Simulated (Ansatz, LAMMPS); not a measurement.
## Relaxing a frame of liquid mixture of acetonitrile and H2O from 300 K (204 atoms)

Aim: bring a frame of liquid mixture of acetonitrile and H2O from 300 K (204 atoms) to a nearby minimum of the energy and see what moves.

Main program and level: Ansatz 0.2.0; Kohn-Sham DFT, RPBE+D4, PAW (set soft_2), plane waves.

This is a report of a sequence of runs, with most program output left out.

**1. The starting structure**

The cell holds 204 atoms: 58 C, 29 N, 107 H and 10 O. Its edges and angles: a = 13.629 Å, b = 13.629 Å, c = 13.629 Å, α = 90.0°, β = 90.0°, γ = 90.0°. 29 acetonitrile, 10 H2O placed at random, at 0.899 g/cm³; overlaps pushed apart, then 10 ps at 450 K with MMFF94 bonds, angles, torsions, charges and radii (Halgren, J. Comput. Chem. 17, 490 (1996)) in harmonic and 12-6 forms; SPC/E water (Berendsen, Grigera and Straatsma, J. Phys. Chem. 91, 6269 (1987)). Snapshot after 20 ps at 300 K and fixed volume.

Limits known from the start: The network of contacts between molecules at the start is that of the classical potential that made the cell. Only the Γ point is sampled, in a cell whose shortest periodic width is 14 Å.

**2. The classical run that made the cell**

A classical potential makes the cell, at a small fraction of what the same run would cost in DFT.

This step: classical MD, MMFF94 bonds, angles, torsions, charges and radii (Halgren, J. Comput. Chem. 17, 490 (1996)) in harmonic and 12-6 forms; SPC/E water (Berendsen, Grigera and Straatsma, J. Phys. Chem. 91, 6269 (1987)) (LAMMPS 22 Jul 2025 - Update 4).

File in.lmp:

```
# liquid mixture of acetonitrile and H2O
units real
atom_style full
boundary p p p
bond_style harmonic
angle_style harmonic
dihedral_style opls
improper_style harmonic
special_bonds lj 0 0 0.5 coul 0 0 0.75
read_data data.lmp
neigh_modify delay 0 every 1 check yes one 4000
comm_modify cutoff 12.0
timestep 0.5
thermo_style custom step time temp pe press density
thermo_modify norm yes
# push overlapping molecules apart
pair_style soft 2.6
pair_coeff * * 0.0
variable a equal ramp(1,60)
fix ad all adapt 1 pair soft a * * v_a
velocity all create 450 627906 mom yes dist gaussian
fix lim all nve/limit 0.03
fix lan all langevin 450 450 50 627907 zero yes
thermo 1000
run 3000 post no
unfix ad
pair_style lj/cut/coul/long 9.0
pair_modify mix arithmetic tail yes
pair_coeff 1 1 0.0678 3.3680   # C
pair_coeff 2 2 0.0678 3.5530   # C
pair_coeff 3 3 0.0721 3.3270   # N
pair_coeff 4 4 0.0216 2.5400   # H
pair_coeff 5 5 0.1553 3.1660   # O
pair_coeff 6 6 0.0000 1.0000   # H
# [... 19 lines left out ...]
compute msd all msd com yes
thermo 5000
fix md all nvt temp 300 300 100
run 20000 post no
print "== T300: mean square displacement over the hold $(c_msd[4]:%.2f) A^2"
unfix md
uncompute msd
write_dump all custom T300.dump id type xs ys zs modify sort id
```

The run is started by

```bash
$ lmp -in in.lmp -log none -nocite
```

Elapsed: 20 s, on 1 thread of Intel Xeon 6975P-C (Granite Rapids), shared host; peak memory 0.12 GiB.

The input also reads data.lmp (atoms, bonds and types; not printed here).

**3. Single point at the start**

A single point comes first, to see the forces before anything moves.

File input.yaml:

```yaml
crystal:
  lattice:
    - [13.62937, 0.0, 0.0]
    - [0.0, 13.62937, 0.0]
    - [0.0, 0.0, 13.62937]
  atoms:
    - { symbol: C, position: [0.63981, 0.28964, 0.66995] }
    - { symbol: C, position: [0.72889, 0.32841, 0.62697] }
    - { symbol: "N", position: [0.80486, 0.35906, 0.60438] }
    - { symbol: H, position: [0.64688, 0.27281, 0.75046] }
    - { symbol: H, position: [0.57331, 0.33368, 0.6564] }
    - { symbol: H, position: [0.61434, 0.21951, 0.63466] }
    - { symbol: C, position: [0.89898, 0.92129, 0.65487] }
    - { symbol: C, position: [0.83235, 0.0043, 0.64393] }
    - { symbol: "N", position: [0.77468, 0.0661, 0.64239] }
    - { symbol: H, position: [0.95058, 0.91738, 0.5899] }
    - { symbol: H, position: [0.93269, 0.92017, 0.72354] }
    - { symbol: H, position: [0.85784, 0.8536, 0.64623] }
    - { symbol: C, position: [0.57582, 0.95911, 0.68972] }
    - { symbol: C, position: [0.61728, 0.89919, 0.61258] }
    - { symbol: "N", position: [0.65244, 0.85838, 0.54571] }
    - { symbol: H, position: [0.6193, 0.94812, 0.75339] }
    - { symbol: H, position: [0.58614, 0.03849, 0.6731] }
    - { symbol: H, position: [0.50041, 0.93605, 0.71227] }
    - { symbol: C, position: [0.33082, 0.49935, 0.16447] }
    - { symbol: C, position: [0.31307, 0.40891, 0.11474] }
    - { symbol: "N", position: [0.29396, 0.34341, 0.06297] }
    - { symbol: H, position: [0.34684, 0.55879, 0.11298] }
    - { symbol: H, position: [0.25869, 0.51806, 0.1986] }
    - { symbol: H, position: [0.38757, 0.48874, 0.21717] }
    - { symbol: C, position: [0.62528, 0.64132, 0.82326] }
    - { symbol: C, position: [0.58356, 0.73474, 0.84532] }
    - { symbol: "N", position: [0.53832, 0.80775, 0.85798] }
    - { symbol: H, position: [0.56449, 0.58915, 0.82575] }
    - { symbol: H, position: [0.65996, 0.63575, 0.7501] }
    - { symbol: H, position: [0.6799, 0.6177, 0.8763] }
    - { symbol: C, position: [0.47716, 0.3815, 0.89102] }
    - { symbol: C, position: [0.50397, 0.44087, 0.9791] }
    [... 166 atom lines left out ...]
    - { symbol: O, position: [0.19202, 0.32062, 0.35726] }
    - { symbol: H, position: [0.14476, 0.33038, 0.302] }
    - { symbol: H, position: [0.1932, 0.24975, 0.37622] }
    - { symbol: O, position: [0.06439, 0.53559, 0.18973] }
    - { symbol: H, position: [0.05334, 0.46306, 0.19085] }
    - { symbol: H, position: [0.08868, 0.55764, 0.25536] }
kpoints:
  mp_grid: { grid: [1, 1, 1] }
hamiltonian:
  xc: rpbe
  dispersion: d4
scf:
  occupations: { method: fermi_dirac, width: 0.05 }
output:
  forces: true
  stress: true
  populations: true
  dos:
    method: { smearing: { sigma: 0.1 } }
    de: 0.1
    projected: { site_lists: { C: [C], H: [H], "N": ["N"], O: [O] } }
  eigenvalues: true
```

The run is started by

```bash
$ ansatz run input.yaml --threads 4 --pin off --max-ram 8192MiB --backend cpu --events-out ev --progress --plain --runs-dir out
```

It took 23 s on 4 threads of Intel Xeon 6975P-C (Granite Rapids), shared host; peak memory 3.5 GiB.

Read from the output:

```yaml
free_energy: -33238.9628 eV
free_energy_per_atom: -162.9361 eV/atom
scf_cycles: 11
pressure: 0.2843 GPa
r_m_s_force_component: 0.9166 eV/Å
longest_force: 4.154 eV/Å
fermi_energy: 0.7795 eV
spacing_of_highest_filled_and_lowest_empty_level: 4.145 eV
spilling_of_the_projection: 0.01557
```

The r.m.s. force component of 0.92 eV/Å and the pressure of 0.28 GPa set the starting point.

Neighbours are counted within 1.34 Å (H-C), 1.21 Å (H-O), 1.85 Å (C-C), 1.62 Å (C-N).

Length of the force by element and coordination:

```tsv
element	coordination	atoms	mean length of the force (eV/Å)	spread	least	most
C	all	58	1.85	1.01	0.141	4.15
C	2	29	1.77	1.16	0.141	4.15
C	4	29	1.94	0.818	0.687	3.91
H	all	107	1.02	0.587	0.227	3.79
N	all	29	1.52	1.09	0.235	4.04
O	all	10	0.713	0.285	0.224	1.15
```

**4. Cell and atoms relaxed**

The cell is relaxed with the atoms, since the starting lattice needn't suit this functional.

input.yaml, the sections that differ from step 3:

```yaml
output:
  forces: true
relax:
  f_tol: 0.05
  max_steps: 200
  cell: {}
# crystal, kpoints, hamiltonian, scf: as in step 3
```

Wall time 14 min (4 threads); peak memory 3.6 GiB.

Relaxation path (22 of 58):

```tsv
step	energy less that of the first step (eV)	largest force component (eV/Å)	pressure (GPa)	volume (Å³)
1	0.0000	3.7150	0.28	2531.79
4	-6.7614	0.5783	-0.25	2564.45
6	-7.4512	0.6077	-0.36	2544.55
9	-7.8592	0.0650	-0.05	2522.72
12	-7.9677	0.3674	-0.03	2523.64
15	-7.9551	1.0759	-0.39	2519.12
17	-8.1039	0.0999	-0.05	2515.43
20	-8.1287	0.2573	-0.13	2520.20
23	-8.1707	0.3667	-0.10	2511.48
25	-8.1847	0.0228	0.01	2513.18
28	-8.1929	0.1648	-0.05	2515.05
31	-8.2018	0.3496	-0.08	2516.42
34	-8.2147	0.3547	-0.03	2515.15
36	-8.1677	0.2568	-0.01	2524.46
39	-8.2275	0.0653	-0.01	2516.26
42	-8.2395	0.1098	-0.03	2513.96
44	-8.2393	0.2685	-0.05	2517.30
47	-8.2549	0.3284	0.06	2515.99
50	-8.2669	0.1253	-0.03	2516.41
53*	-8.2491	0.0447	-0.02	2515.84
55	-8.2871	0.1828	-0.06	2503.16
58*	-8.2706	0.0464	-0.01	2505.21
```

Relaxation steps marked * repeat the geometry before them on a plane-wave basis chosen anew for their cell, so energy and pressure can jump there. Other such steps can lie between the rows shown. Relaxation steps 15, 26, 36, 40, 51 were tried and not accepted.

```tsv
cell as run	before	after	change
a (Å)	13.629	13.599	-0.2 %
b (Å)	13.629	13.291	-2.5 %
c (Å)	13.629	13.865	+1.7 %
α (°)	90.00	90.86	+1.0 %
β (°)	90.00	90.25	+0.3 %
γ (°)	90.00	88.93	-1.2 %
volume (Å³/atom)	12.41	12.28	-1.0 %
```

The atoms that moved most (Å, as changes of fractional coordinates times the final cell):

```tsv
atom	dx	dy	dz	length
H6	0.501	0.879	-1.801	2.066
H4	0.272	-0.471	-1.747	1.829
H34	1.645	0.387	-0.527	1.770
H42	-0.594	-1.636	-0.034	1.741
H54	0.281	0.356	-1.605	1.668
H168	-0.595	0.784	-1.339	1.662
H130	-0.989	0.164	1.254	1.605
H162	0.289	-0.464	1.507	1.603
```

The relaxation changed the energy by -40.5 meV/atom, and atoms moved by 0.77 Å r.m.s., 2.1 Å at most.

**5. Structure statistics after relaxation**

Bonds before and after, by the cutoffs listed below:

```tsv
pair	bonds before	bonds after	mean before (Å)	mean after (Å)	spread before (Å)	spread after (Å)
H-C	87	87	1.092	1.097	0.031	0.001
H-O	20	20	1.000	0.983	0.000	0.006
C-C	29	29	1.455	1.453	0.030	0.002
C-N	29	29	1.167	1.165	0.016	0.001
```

Density 0.908 g/cm³, 12.28 Å³ an atom.

g(r), total and by pair (bins of 0.2 Å):

```tsv
r (Å)	total	H-H	H-C	H-N	H-O	C-C	C-N
0.90	1.01	0.00	0.00	0.00	19.60	0.00	0.00
1.10	4.61	0.00	12.10	0.00	0.00	0.00	12.45
1.30	0.00	0.00	0.00	0.00	0.00	0.00	0.00
1.50	0.84	0.71	0.00	0.00	0.00	7.90	0.00
1.70	1.37	4.70	0.00	0.00	1.48	0.00	0.00
1.90	0.19	0.10	0.00	0.71	1.09	0.00	0.00
2.10	0.98	0.00	3.21	0.15	0.00	0.00	0.00
2.30	0.14	0.36	0.00	0.12	0.52	0.00	0.00
2.50	0.44	0.73	0.00	1.13	1.34	0.00	0.00
2.70	0.70	0.66	0.09	1.45	0.65	0.00	2.50
2.90	0.51	0.85	0.30	0.69	0.45	0.00	0.00
3.10	1.03	0.80	0.40	3.89	1.94	0.00	0.00
3.30	0.90	0.84	1.21	0.77	2.48	0.11	0.57
3.50	1.23	0.81	1.17	1.08	1.73	0.43	3.62
3.70	1.21	0.92	1.23	0.89	0.87	1.42	2.74
3.90	1.28	1.20	1.25	0.98	1.46	1.79	1.25
4.10	1.17	0.88	1.12	1.41	1.50	1.41	1.10
4.30	1.06	1.25	0.95	0.94	0.96	1.62	0.57
4.50	1.10	1.12	1.13	1.05	0.83	1.50	0.62
4.70	1.15	1.18	1.27	0.77	0.84	1.54	1.13
4.90	1.01	1.19	1.15	0.72	0.69	1.04	0.60
5.10	1.03	1.10	1.09	0.70	1.06	1.44	0.89
5.30	0.90	0.99	0.98	0.66	0.83	1.01	0.68
5.50	0.90	0.97	1.00	0.71	0.86	0.82	0.72
5.70	0.88	1.05	0.84	0.72	0.81	0.89	0.77
5.90	0.92	0.95	0.91	1.01	1.12	0.88	0.63
6.10	0.96	0.95	0.98	0.95	0.95	0.94	0.98
6.30	0.99	0.99	0.97	1.02	0.99	0.66	1.21
```

Bonds by pair of elements; cutoffs follow the first minimum of g(r), held within bounds set by covalent radii, and pairs that aren't listed don't count as bonded:

```tsv
pair A-B	cutoff (Å)	bonds	mean length (Å)	spread (Å)	shortest (Å)	B about A	A about B
H-C	1.34	87	1.10	0.001	1.09	0.813	1.5
H-O	1.21	20	0.983	0.006	0.972	0.187	2
C-C	1.85	29	1.45	0.002	1.45	1	1
C-N	1.62	29	1.17	0.001	1.16	0.5	1
```

How many atoms have how many bonded neighbours:

```tsv
element	mean	1	2	4
C	3	0	29	29
H	1	107	0	0
N	1	29	0	0
O	2	0	10	0
```

Bond angles, per cent of each kind in bins of 5°:

```tsv
angle (°)	H-C-H	C-C-H	C-C-N	H-O-H
100–105	0.0	0.0	0.0	50.0
105–110	87.4	78.2	0.0	50.0
110–115	12.6	21.8	0.0	0.0
115–120	0.0	0.0	0.0	0.0
120–125	0.0	0.0	0.0	0.0
125–130	0.0	0.0	0.0	0.0
130–135	0.0	0.0	0.0	0.0
135–140	0.0	0.0	0.0	0.0
140–145	0.0	0.0	0.0	0.0
145–150	0.0	0.0	0.0	0.0
150–155	0.0	0.0	0.0	0.0
155–160	0.0	0.0	0.0	0.0
160–165	0.0	0.0	0.0	0.0
165–170	0.0	0.0	0.0	0.0
170–175	0.0	0.0	0.0	0.0
175–180	0.0	0.0	100.0	0.0
```

Bond angles (no mean is given where the spread exceeds 20°):

```tsv
angle	count	mean (°)	spread (°)
H-C-H	87	109	0.6
C-C-H	87	110	0.5
C-C-N	29	179	0.3
H-O-H	10	105	1.6
```

Bond length by coordination (bonds to H left out):

```tsv
element	coordination	atoms	mean bond length (Å)
C	2	29	1.31
C	4	29	1.45
```

With the cutoffs above, 50 % of C atoms have 2 and as many 4, all H atoms have 1, all N atoms have 1 and all O atoms have 2 bonded neighbours. The H-C-H angle averages 109° with a spread of 0.6°.

**6. Single point at the relaxed geometry**

The electronic structure is read at the final geometry, in a run of its own.

File input.yaml:

```yaml
crystal:
  lattice:
    - [13.59829, 0.12514, -0.02963]
    - [0.12514, 13.28964, -0.10126]
    - [-0.02963, -0.10126, 13.86469]
  atoms:
    - { symbol: C, position: [0.65906, 0.30495, 0.58173] }
    - { symbol: C, position: [0.74656, 0.36497, 0.595] }
    - { symbol: "N", position: [0.81735, 0.41188, 0.606] }
    - { symbol: H, position: [0.66691, 0.2362, 0.62425] }
    - { symbol: H, position: [0.59327, 0.34805, 0.60424] }
    - { symbol: H, position: [0.65033, 0.28432, 0.5053] }
    - { symbol: C, position: [0.89283, 0.94299, 0.65892] }
    - { symbol: C, position: [0.82466, 0.02724, 0.67364] }
    - { symbol: "N", position: [0.76983, 0.09449, 0.68639] }
    - { symbol: H, position: [0.89955, 0.92615, 0.58154] }
    - { symbol: H, position: [0.96531, 0.96201, 0.688] }
    - { symbol: H, position: [0.86546, 0.87701, 0.6961] }
    - { symbol: C, position: [0.54508, 0.97211, 0.706] }
    - { symbol: C, position: [0.60651, 0.90605, 0.64634] }
    - { symbol: "N", position: [0.65575, 0.85385, 0.59773] }
    - { symbol: H, position: [0.53209, 0.93668, 0.77559] }
    - { symbol: H, position: [0.58227, 0.04385, 0.71749] }
    - { symbol: H, position: [0.47458, 0.98609, 0.66961] }
    - { symbol: C, position: [0.33081, 0.49409, 0.14806] }
    - { symbol: C, position: [0.33895, 0.39897, 0.09526] }
    - { symbol: "N", position: [0.34539, 0.3231, 0.05229] }
    - { symbol: H, position: [0.38665, 0.54544, 0.12224] }
    - { symbol: H, position: [0.257, 0.5273, 0.13783] }
    - { symbol: H, position: [0.34215, 0.48236, 0.22555] }
    - { symbol: C, position: [0.61404, 0.64539, 0.78351] }
    - { symbol: C, position: [0.57413, 0.72775, 0.84243] }
    - { symbol: "N", position: [0.54171, 0.79424, 0.88876] }
    - { symbol: H, position: [0.55369, 0.59828, 0.75768] }
    - { symbol: H, position: [0.6518, 0.67642, 0.72128] }
    - { symbol: H, position: [0.66674, 0.60007, 0.82532] }
    - { symbol: C, position: [0.53254, 0.3854, 0.88907] }
    - { symbol: C, position: [0.55206, 0.45564, 0.96804] }
    [... 166 atom lines left out ...]
    - { symbol: O, position: [0.18066, 0.32791, 0.34508] }
    - { symbol: H, position: [0.15334, 0.33195, 0.28021] }
    - { symbol: H, position: [0.17936, 0.25524, 0.35795] }
    - { symbol: O, position: [0.07303, 0.54037, 0.18789] }
    - { symbol: H, position: [0.06616, 0.46835, 0.19596] }
    - { symbol: H, position: [0.10424, 0.5652, 0.24777] }
kpoints:
  mp_grid: { grid: [1, 1, 1] }
hamiltonian:
  xc: rpbe
  dispersion: d4
scf:
  occupations: { method: fermi_dirac, width: 0.05 }
output:
  forces: true
  stress: true
  populations: true
  dos:
    method: { smearing: { sigma: 0.1 } }
    de: 0.1
    projected: { site_lists: { C: [C], H: [H], "N": ["N"], O: [O] } }
  eigenvalues: true
  write_density: true
  write_potential: true
  volumetric_format: npy
```

The job ended after 26 s (4 threads; peak memory 3.5 GiB).

The program notes that the exchange-correlation potential is rough where the density is thin.

Read from the output:

```
free energy                                      : -33247.2334 eV
free energy per atom                             : -162.9766 eV/atom
SCF cycles                                       : 11
pressure                                         : -0.00624 GPa
r.m.s. force component                           : 0.00557 eV/Å
longest force                                    : 0.05388 eV/Å
Fermi energy                                     : 0.6209 eV
gap (highest filled to lowest empty level) : 5.532 eV
spilling of the projection                       : 0.01556
```

[end of part 1 of 2]

[Logs are printed without paths, hosts, clocks, repeated set-up lines and the standing remarks that a program may print on its own settings, such as how far it seeks lower states.]

[Hosts, paths, dates, database ids (printed as entryN), source tags and the programs' standing remarks are cut or masked in the printed files.]

[The MMFF94 radii named for the starting cell were scaled by 0.96; in molecules described by MMFF94, hydrogen bound to N, O or S took a small fixed 12-6 site in their place.]
